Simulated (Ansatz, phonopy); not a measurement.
# How KBr (Fm-3m) expands on warming

Wanted: α(T), C_P(T) and B(T) of KBr in the quasi-harmonic approximation.

What experiment has found for this phase:
- volume expansion coefficient 116.1 1e-6/K and heat capacity C_P per formula unit 52.3 J/mol/K near room temperature (given in “High-Throughput Prediction of Finite-Temperature Properties using the Quasi-Harmonic Approximation”, 2016, arXiv:1603.06924)
- volume expansion coefficient 117.6 1e-6/K near room temperature (given in “Descriptors for thermal expansion in solids”, 2017, arXiv:1701.03966)

Program: Ansatz 0.2.0. Level of theory: DFT PBE, scalar-relativistic, plane waves, PAW, in the first sound run; inputs show where later runs differ. Results are calculated unless marked as measured.

Most raw output is cut from this account.

In doubt: the dispersion correction can have small steps in the geometry for these elements (step 6), which bears on fits and elastic values.

## Step 1: Set-up

Symmetry: Fm-3m, No. 225, cubic system. Conventional cell: a = 6.600 Å, b = 6.600 Å, c = 6.600 Å, α = 90.00°, β = 90.00°, γ = 90.00°. Nearest to K lie 6 Br at 3.30 Å. Br has 6 K at 3.30 Å nearest. Farther neighbours and most contacts between anions are not listed.

## Step 2: Probe on a coarse mesh

Before spending time, one coarse run tells the gap and the pressure of the starting cell.

The input, input.yaml:

```yaml
crystal:
  lattice:
    - [0.0, 3.3, 3.3]
    - [3.3, 0.0, 3.3]
    - [3.3, 3.3, 0.0]
  atoms:
    - { symbol: K, position: [0.0, 0.0, 0.0] }
    - { symbol: Br, position: [0.5, 0.5, 0.5] }
kpoints:
  mp_grid: { grid: [6, 6, 6] }
hamiltonian:
  xc: pbe
scf:
  occupations: { method: gaussian, width: 0.1 }
output:
  forces: true
  stress: true
  eigenvalues: true
```

Run with:

```console
$ ansatz run input.yaml --threads 4 --pin off --max-ram 16384MiB --backend cpu --events-out ev --progress --plain --runs-dir out
```

It took 0.44 s on 4 threads of Arm Neoverse V1, shared host; peak memory 0.29 GiB; 1.3 s of CPU time.

This step gave:

* pressure: 0.7179 GPa
* gap on the k-mesh: 4.436 eV
* volume per atom: 35.94 Å³

The start is under 0.72 GPa at this level and looks like an insulator or semiconductor on this mesh.

## Step 3: Finding the static equilibrium

The vibrations must be taken about the equilibrium of this functional, not about the starting cell, so the structure is relaxed.

input.yaml, the sections that differ from step 2:

```yaml
scf:
  occupations: { method: gaussian, width: 0.02 }
relax:
  adjacent_minimum: "off"
  f_tol: 0.005
  max_steps: 80
  cell: { stress_tol: 0.05 }
# crystal, kpoints, hamiltonian, output: as in step 2
```

Elapsed: 1.6 s, on 4 threads; peak memory 0.32 GiB; 5.3 s of CPU time.

Step by step:

| step | energy less that of the first step (eV) | largest force component (eV/Å) | pressure (GPa) | volume (Å³) |
| --- | --- | --- | --- | --- |
| 1 | 0.0000 | 0.0000 | 0.72 | 71.87 |
| 2 | -0.0053 | 0.0000 | 0.37 | 73.46 |
| 3 | -0.0074 | 0.0000 | 0.03 | 75.22 |
| 4* | -0.0075 | 0.0000 | 0.03 | 75.22 |

Relaxation steps marked * repeat the geometry before them on a plane-wave basis chosen anew for their cell, so energy and pressure can jump there.

The run keeps the 48 symmetry operations that it works with, so distortions that break them were not tested.

| conventional cell, symmetrised | before | after | change |
| --- | --- | --- | --- |
| a (Å) | 6.600 | 6.701 | +1.5 % |
| b (Å) | 6.600 | 6.701 | +1.5 % |
| c (Å) | 6.600 | 6.701 | +1.5 % |
| volume (Å³/atom) | 35.94 | 37.61 | +4.7 % |

The relaxed structure:

```xyz
2
Lattice="0.0000 3.3504 3.3504 3.3504 0.0000 3.3504 3.3504 3.3504 0.0000" Properties=species:S:1:pos:R:3 pbc="T T T"
K     0.0000    0.0000    0.0000
Br    3.3504    3.3504    3.3504
```

Numbers from this step:

```yaml
pressure: 0.02804 GPa
gap_on_the_k_mesh: 4.316 eV
volume_per_atom: 37.61 Å³
```

The relaxation ends with a pressure of 0.03 GPa.

## Step 4: Tight relaxation

The relaxation is repeated with tighter thresholds on force and stress, since phonons are sensitive to what is left; a change of mesh or smearing in the input moves the cell too.

The input, input.yaml:

```yaml
crystal:
  lattice:
    - [0.0, 3.3504479353, 3.3504479353]
    - [3.3504479353, 0.0, 3.3504479353]
    - [3.3504479353, 3.3504479353, 0.0]
  atoms:
    - { symbol: K, position: [0.0, 0.0, 0.0] }
    - { symbol: Br, position: [0.5, 0.5, 0.5] }
kpoints:
  mp_grid: { grid: [8, 8, 8] }
hamiltonian:
  xc: pbe
scf:
  occupations: { method: fixed }
output:
  forces: true
  stress: true
  eigenvalues: true
relax:
  adjacent_minimum: "off"
  f_tol: 0.001
  max_steps: 60
  cell: { stress_tol: 0.01 }
```

Elapsed: 2.3 s, on 4 threads; peak memory 0.34 GiB; 7.8 s of CPU time.

Little changed from the start: no atom moved by 0.005 Å and no cell edge by 0.1 %.

Numbers from this step:

- pressure: 9.24e-6 GPa
- gap on the k-mesh: 4.311 eV
- volume per atom: 37.69 Å³

The residual pressure is 9.2e-6 GPa, small enough for phonons.

## Step 5: A new level, relaxed again

The functional, the potentials or the cutoff change, so the crystal is relaxed again at the new setting.

This step: DFT PBE+D3(BJ), scalar-relativistic, plane waves, PAW (Ansatz 0.2.0).

input.yaml, the sections that differ from step 4:

```yaml
crystal:
  lattice:
    - [0.0, 3.3527581555, 3.3527581555]
    - [3.3527581555, 0.0, 3.3527581555]
    - [3.3527581555, 3.3527581555, 0.0]
  atoms:
    - { symbol: K, position: [0.0, 0.0, 0.0] }
    - { symbol: Br, position: [0.5, 0.5, 0.5] }
hamiltonian:
  xc: pbe
  dispersion: d3bj
# kpoints, scf, output, relax: as in step 4
```

Elapsed: 2.9 s, on 4 threads; peak memory 0.34 GiB.

Relaxation path:

| step | energy less that of the first step (eV) | largest force component (eV/Å) | pressure (GPa) | volume (Å³) |
| --- | --- | --- | --- | --- |
| 1 | 0.0000 | 0.0000 | -0.87 | 75.38 |
| 2 | -0.0090 | 0.0000 | -0.53 | 73.36 |
| 3 | -0.0135 | 0.0000 | 0.08 | 70.39 |
| 4 | -0.0136 | 0.0000 | 0.00 | 70.72 |
| 5* | -0.0134 | 0.0000 | 0.01 | 70.72 |

Relaxation steps marked * repeat the geometry before them on a plane-wave basis chosen anew for their cell, so energy and pressure can jump there.

Forces are held to the 48 operations that the run works with; a distortion that breaks them can't arise in this run.

| conventional cell, symmetrised | before | after | change |
| --- | --- | --- | --- |
| a (Å) | 6.706 | 6.564 | -2.1 % |
| b (Å) | 6.706 | 6.564 | -2.1 % |
| c (Å) | 6.706 | 6.564 | -2.1 % |
| volume (Å³/atom) | 37.69 | 35.36 | -6.2 % |

Final coordinates:

```cif
data_structure
_symmetry_space_group_name_H-M 'P 1'
_symmetry_Int_Tables_number 1
_cell_length_a 4.6418
_cell_length_b 4.6418
_cell_length_c 4.6418
_cell_angle_alpha 60.000
_cell_angle_beta 60.000
_cell_angle_gamma 60.000
_cell_volume 70.72
loop_
_atom_site_label
_atom_site_type_symbol
_atom_site_fract_x
_atom_site_fract_y
_atom_site_fract_z
_atom_site_occupancy
K1 K 0.00000 0.00000 0.00000 1
Br2 Br 0.50000 0.50000 0.50000 1
```

Numbers from this step:

```
pressure          : 0.005635 GPa
gap on the k-mesh : 4.479 eV
volume per atom   : 35.36 Å³
```

The residual pressure is 0.0056 GPa, small enough for phonons.

## Step 6: The quasi-harmonic study

The study relaxes the crystal at several strains, solves the phonons on some of them and minimises the free energy at each temperature (static energy, vibrations, the electrons in a metal, and PV under a set pressure); the q-mesh sets how far the force constants reach.

input.yaml, the sections that differ from step 5:

```yaml
crystal:
  lattice:
    - [0.0, 3.282233252, 3.282233252]
    - [3.282233252, 0.0, 3.282233252]
    - [3.282233252, 3.282233252, 0.0]
  atoms:
    - { symbol: K, position: [0.0, 0.0, 0.0] }
    - { symbol: Br, position: [0.5, 0.5, 0.5] }
output:
  eigenvalues: true
phonons:
  method: dfpt
  qmesh: [4, 4, 4]
  temperatures: { t_max: 500.0, t_step: 25 }
  thermal_expansion: {}
# kpoints, hamiltonian, scf: as in step 5
# relax: removed
```

Run time: 17 min. Hardware: 4 threads; peak memory 1.4 GiB.

This step gave:

```yaml
pressure: 0.005223 GPa
volume_expansion_coefficient_at_298_k: 128.5 1e-6/K
c_p_at_298_k: 25.97 J/mol-atom/K
entropy_at_298_k: 48.84 J/mol-atom/K
isothermal_bulk_modulus_at_298_k: 13.19 GPa
grueneisen_parameter_at_298_k: 1.525
volume_at_298_k: 36.66 Å³/atom
principal_linear_expansion_coefficients_at_298_k: 42.84, 42.84, 42.84 1e-6/K
```

Strained cells of the study; zero-point energy where phonons were solved; the pressures are stresses at a fixed cutoff and can carry an offset from the finite basis. Expansion cells, by row:

| cell | \|a\| (Å) | \|b\| (Å) | \|c\| (Å) | V (Å³/atom) | E - E_lowest (meV/atom) | pressure, compression positive (GPa) | gap (eV) | zero-point energy (meV/atom) |
| --- | --- | --- | --- | --- | --- | --- | --- | --- |
| 1 | 4.642 | 4.642 | 4.642 | 35.36 | 0 | 0.001 | 4.479 | - |
| 2 | 4.679 | 4.679 | 4.679 | 36.22 | 0.961 | -0.361 | 4.415 | - |
| 3 | 4.605 | 4.605 | 4.605 | 34.52 | 1.062 | 0.407 | 4.546 | - |
| 4 | 4.643 | 4.643 | 4.643 | 35.38 | 0 | -0.009 | 4.478 | 17.05 |
| 5 | 4.666 | 4.666 | 4.666 | 35.91 | 0.405 | -0.239 | 4.437 | 16.64 |
| 6 | 4.694 | 4.694 | 4.694 | 36.56 | 1.873 | -0.493 | 4.389 | 16.14 |
| 7 | 4.719 | 4.719 | 4.719 | 37.16 | 4.13 | -0.707 | 4.347 | 15.69 |
| 8 | 4.745 | 4.745 | 4.745 | 37.78 | 7.21 | -0.904 | 4.305 | 15.25 |
| 9 | 4.771 | 4.771 | 4.771 | 38.4 | 11.08 | -1.085 | 4.264 | 14.81 |
| 10 | 4.597 | 4.597 | 4.597 | 34.34 | 1.598 | 0.505 | 4.561 | - |
| 11 | 4.62 | 4.62 | 4.62 | 34.86 | 0.387 | 0.239 | 4.519 | - |
| 12 | 4.809 | 4.809 | 4.809 | 39.33 | 18.06 | -1.322 | 4.205 | - |

Quasi-harmonic; a, b, c are the run's own cell vectors. Expansion, by row:

| T (K) | a (Å) | b (Å) | c (Å) | alpha (deg) | beta (deg) | gamma (deg) | cell volume (Å³/cell) | alpha_a (1e-6/K) | alpha_b (1e-6/K) | alpha_c (1e-6/K) | alpha_V (1e-6/K) | C_P (J/mol-atom/K) | C_V (J/mol-atom/K) | S (J/mol-atom/K) | B_T (GPa) | B_S (GPa) | Grueneisen | extrapolation | fit error (1e-6/K) |
| --- | --- | --- | --- | --- | --- | --- | --- | --- | --- | --- | --- | --- | --- | --- | --- | --- | --- | --- | --- |
| 0 | 4.655 | 4.655 | 4.655 | 60 | 60 | 60 | 71.31 | 0 | 0 | 0 | 0 | 0 | 0 | 0 | 15.63 | 15.63 | - | 0 | 0 |
| 25 | 4.655 | 4.655 | 4.655 | 60 | 60 | 60 | 71.32 | 5.03 | 5.03 | 5.03 | 15.08 | 5.785 | 5.783 | 2.443 | 15.61 | 15.61 | 0.874 | 0 | 0 |
| 50 | 4.656 | 4.656 | 4.656 | 60 | 60 | 60 | 71.38 | 18.8 | 18.8 | 18.8 | 56.41 | 14.76 | 14.71 | 9.454 | 15.48 | 15.53 | 1.276 | 0 | 0.01 |
| 75 | 4.659 | 4.659 | 4.659 | 60 | 60 | 60 | 71.51 | 27.05 | 27.05 | 27.05 | 81.15 | 19.44 | 19.28 | 16.44 | 15.28 | 15.41 | 1.385 | 0 | 0.01 |
| 100 | 4.662 | 4.662 | 4.662 | 60 | 60 | 60 | 71.67 | 31.46 | 31.46 | 31.46 | 94.39 | 21.77 | 21.48 | 22.39 | 15.07 | 15.27 | 1.429 | 0 | 0.02 |
| 125 | 4.666 | 4.666 | 4.666 | 60 | 60 | 60 | 71.85 | 34.14 | 34.14 | 34.14 | 102.4 | 23.07 | 22.64 | 27.4 | 14.84 | 15.12 | 1.452 | 0 | 0.02 |
| 150 | 4.67 | 4.67 | 4.67 | 60 | 60 | 60 | 72.03 | 36 | 36 | 36 | 108 | 23.88 | 23.32 | 31.68 | 14.61 | 14.96 | 1.468 | 0 | 0.03 |
| 175 | 4.675 | 4.675 | 4.675 | 60 | 60 | 60 | 72.23 | 37.45 | 37.45 | 37.45 | 112.3 | 24.44 | 23.75 | 35.4 | 14.38 | 14.8 | 1.48 | 0 | 0.03 |
| 200 | 4.679 | 4.679 | 4.679 | 60 | 60 | 60 | 72.44 | 38.68 | 38.68 | 38.68 | 116 | 24.86 | 24.02 | 38.69 | 14.14 | 14.63 | 1.49 | 0 | 0.03 |
| 225 | 4.684 | 4.684 | 4.684 | 60 | 60 | 60 | 72.65 | 39.79 | 39.79 | 39.79 | 119.4 | 25.2 | 24.22 | 41.64 | 13.9 | 14.46 | 1.499 | 0 | 0.03 |
| 250 | 4.688 | 4.688 | 4.688 | 60 | 60 | 60 | 72.87 | 40.85 | 40.85 | 40.85 | 122.5 | 25.49 | 24.36 | 44.31 | 13.66 | 14.29 | 1.508 | 0 | 0.04 |
| 275 | 4.693 | 4.693 | 4.693 | 60 | 60 | 60 | 73.1 | 41.89 | 41.89 | 41.89 | 125.7 | 25.75 | 24.46 | 46.75 | 13.42 | 14.12 | 1.517 | 0 | 0.04 |
| 298.1 | 4.698 | 4.698 | 4.698 | 60 | 60 | 60 | 73.32 | 42.84 | 42.84 | 42.84 | 128.5 | 25.97 | 24.54 | 48.84 | 13.19 | 13.96 | 1.525 | 0 | 0.05 |
| 300 | 4.698 | 4.698 | 4.698 | 60 | 60 | 60 | 73.33 | 42.92 | 42.92 | 42.92 | 128.8 | 25.99 | 24.54 | 49 | 13.17 | 13.94 | 1.525 | 0 | 0.05 |
| 325 | 4.703 | 4.703 | 4.703 | 60 | 60 | 60 | 73.57 | 43.98 | 43.98 | 43.98 | 131.9 | 26.22 | 24.61 | 51.09 | 12.91 | 13.76 | 1.534 | 0 | 0.05 |
| 350 | 4.709 | 4.709 | 4.709 | 60 | 60 | 60 | 73.82 | 45.06 | 45.06 | 45.06 | 135.2 | 26.45 | 24.66 | 53.05 | 12.66 | 13.58 | 1.543 | 0 | 0.06 |
| 375 | 4.714 | 4.714 | 4.714 | 60 | 60 | 60 | 74.07 | 46.19 | 46.19 | 46.19 | 138.6 | 26.69 | 24.7 | 54.88 | 12.4 | 13.4 | 1.552 | 0 | 0.06 |
| 400 | 4.72 | 4.72 | 4.72 | 60 | 60 | 60 | 74.33 | 47.38 | 47.38 | 47.38 | 142.1 | 26.92 | 24.73 | 56.61 | 12.13 | 13.21 | 1.561 | 0 | 0.06 |
| 425 | 4.725 | 4.725 | 4.725 | 60 | 60 | 60 | 74.6 | 48.62 | 48.62 | 48.62 | 145.9 | 27.16 | 24.75 | 58.25 | 11.86 | 13.02 | 1.57 | 0 | 0.06 |
| 450 | 4.731 | 4.731 | 4.731 | 60 | 60 | 60 | 74.88 | 49.95 | 49.95 | 49.95 | 149.8 | 27.42 | 24.78 | 59.81 | 11.59 | 12.82 | 1.58 | 0 | 0.05 |
| 475 | 4.737 | 4.737 | 4.737 | 60 | 60 | 60 | 75.16 | 51.36 | 51.36 | 51.36 | 154.1 | 27.68 | 24.8 | 61.3 | 11.31 | 12.62 | 1.59 | 0 | 0.05 |
| 500 | 4.743 | 4.743 | 4.743 | 60 | 60 | 60 | 75.46 | 52.88 | 52.88 | 52.88 | 158.6 | 27.96 | 24.81 | 62.72 | 11.02 | 12.42 | 1.601 | 0 | 0.08 |

The expansion coefficient by temperature; values in 1e-6/K:

| temperature (K) | volume | principal 1 |
| --- | --- | --- |
| 0 | 0 | 0 |
| 25 | 15.1 | 5.03 |
| 50 | 56.4 | 18.8 |
| 75 | 81.2 | 27.1 |
| 100 | 94.4 | 31.5 |
| 125 | 102 | 34.1 |
| 150 | 108 | 36 |
| 175 | 112 | 37.5 |
| 200 | 116 | 38.7 |
| 225 | 119 | 39.8 |
| 250 | 123 | 40.9 |
| 275 | 126 | 41.9 |
| 298 | 129 | 42.8 |
| 300 | 129 | 42.9 |
| 325 | 132 | 44.0 |
| 350 | 135 | 45.1 |
| 375 | 139 | 46.2 |
| 400 | 142 | 47.4 |
| 425 | 146 | 48.6 |
| 450 | 150 | 50.0 |
| 475 | 154 | 51.4 |
| 500 | 159 | 52.9 |

At 298 K the volume expansion is 129 × 10⁻⁶/K and B_T is 13.2 GPa. The program raised the cutoff to 487.2 eV by itself: with no cutoff typed, the study takes about 1.16 times the default for its relaxations and scales it with the volume for the phonons.

## Step 7: Free-energy fit

This step: DFT PBE+D3(BJ), scalar-relativistic, plane waves, PAW (phonopy 4.10.0).

Numbers from this step:

```yaml
volume_expansion_coefficient_at_300_k: 128.8 1e-6/K
isothermal_bulk_modulus_at_300_k: 13.16 GPa
c_p_at_300_k: 26.02 J/mol-atom/K
grueneisen_parameter_at_300_k: 1.525
```

Table of energy (each curve on its own zero) by volume; values in meV/atom:

| volume (Å³/atom) | static | F at 0 K | F at 300 K | F at 500 K |
| --- | --- | --- | --- | --- |
| 35.38 | 0 | 1.13 | 4.89 | 8.05 |
| 35.91 | 0.4 | 1.11 | 3.56 | 5.6 |
| 36.56 | 1.87 | 2.08 | 2.91 | 3.59 |
| 37.16 | 4.13 | 3.89 | 3.17 | 2.55 |
| 37.78 | 7.21 | 6.53 | 4.2 | 2.25 |
| 38.40 | 11.1 | 9.96 | 5.97 | 2.65 |

Phonopy-qha, vinet fit of F(V) at each temperature. Qha vinet, by row:

| T (K) | fitted volume (Å³/atom) | alpha_V (1e-6/K) | B_T (GPa) | C_P (J/mol-atom/K) | Grueneisen |
| --- | --- | --- | --- | --- | --- |
| 75 | 35.75 | 79.36 | 15.27 | 19.43 | 1.353 |
| 100 | 35.83 | 93.62 | 15.05 | 21.84 | 1.416 |
| 125 | 35.92 | 102.1 | 14.83 | 23.15 | 1.446 |
| 150 | 36.02 | 107.8 | 14.6 | 23.95 | 1.465 |
| 175 | 36.12 | 112.3 | 14.37 | 24.5 | 1.478 |
| 200 | 36.22 | 116 | 14.14 | 24.91 | 1.489 |
| 225 | 36.33 | 119.4 | 13.9 | 25.24 | 1.499 |
| 250 | 36.44 | 122.6 | 13.66 | 25.52 | 1.508 |
| 275 | 36.55 | 125.7 | 13.41 | 25.78 | 1.517 |
| 300 | 36.67 | 128.8 | 13.16 | 26.02 | 1.525 |
| 325 | 36.79 | 132 | 12.91 | 26.25 | 1.534 |
| 350 | 36.91 | 135.3 | 12.65 | 26.48 | 1.543 |
| 375 | 37.04 | 138.7 | 12.39 | 26.7 | 1.552 |
| 400 | 37.17 | 142.2 | 12.13 | 26.94 | 1.562 |
| 425 | 37.3 | 146 | 11.86 | 27.18 | 1.571 |
| 450 | 37.44 | 149.9 | 11.59 | 27.43 | 1.581 |
| 475 | 37.58 | 154.1 | 11.32 | 27.69 | 1.591 |

Table of volume expansion coefficient by temperature; values in 1e-6/K:

| temperature (K) | phonopy-qha, Vinet | Ansatz's own study |
| --- | --- | --- |
| 75 | 79.4 | 81.2 |
| 100 | 93.6 | 94.4 |
| 125 | 102 | 102 |
| 150 | 108 | 108 |
| 175 | 112 | 112 |
| 200 | 116 | 116 |
| 225 | 119 | 119 |
| 250 | 123 | 123 |
| 275 | 126 | 126 |
| 300 | 129 | 129 |
| 325 | 132 | 132 |
| 350 | 135 | 135 |
| 375 | 139 | 139 |
| 400 | 142 | 142 |
| 425 | 146 | 146 |
| 450 | 150 | 150 |
| 475 | 154 | 154 |

The fit gives a volume expansion of 129 × 10⁻⁶/K at 300 K, against 129 at 298 K from the study itself, whose static fit uses more cells.

## Step 8: Summary of results

- settings of these figures: PBE+D3(BJ), 487.2 eV, k 8×8×8, q 4×4×4
- volume expansion coefficient at 298 K: 128.5 1e-6/K
- C_P at 298 K: 25.97 J/mol-atom/K
- entropy at 298 K: 48.84 J/mol-atom/K
- isothermal bulk modulus at 298 K: 13.19 GPa
- Grüneisen parameter at 298 K: 1.525
- volume at 298 K: 36.66 Å³/atom
- principal linear expansion coefficients at 298 K: 42.84, 42.84, 42.84 1e-6/K

**Reading.** Near room temperature KBr expands by 129 × 10⁻⁶/K in volume by PBE+D3(BJ), with C_P = 26.0 J/(mol K) per mole of atoms and B_T = 13.2 GPa. C_P at room temperature is 104 % of the classical 3R an atom; C_V is 98 %, and the rest is expansion work. A measured volume expansion coefficient near room temperature is 116.1 1e-6/K (arXiv:1603.06924); the calculated 129 1e-6/K differs by +11 %. A measured heat capacity per formula unit near room temperature is 52.3 J/mol/K (arXiv:1603.06924); the calculated 51.9 J/mol/K differs by -1 %. The dispersion term is taken with its C6 weights frozen at the crystal at rest, in the force constants and, in the expansion study, in the energies too.

[Logs are printed without paths, hosts, clocks, repeated set-up lines and the standing remarks that a program may print on its own settings, such as how far it seeks lower states.]

[Hosts, paths, dates, database ids (printed as entryN), source tags and the programs' standing remarks are cut or masked in the printed files.]

[A step with changed settings may run another functional than the one named; its input shows which.]
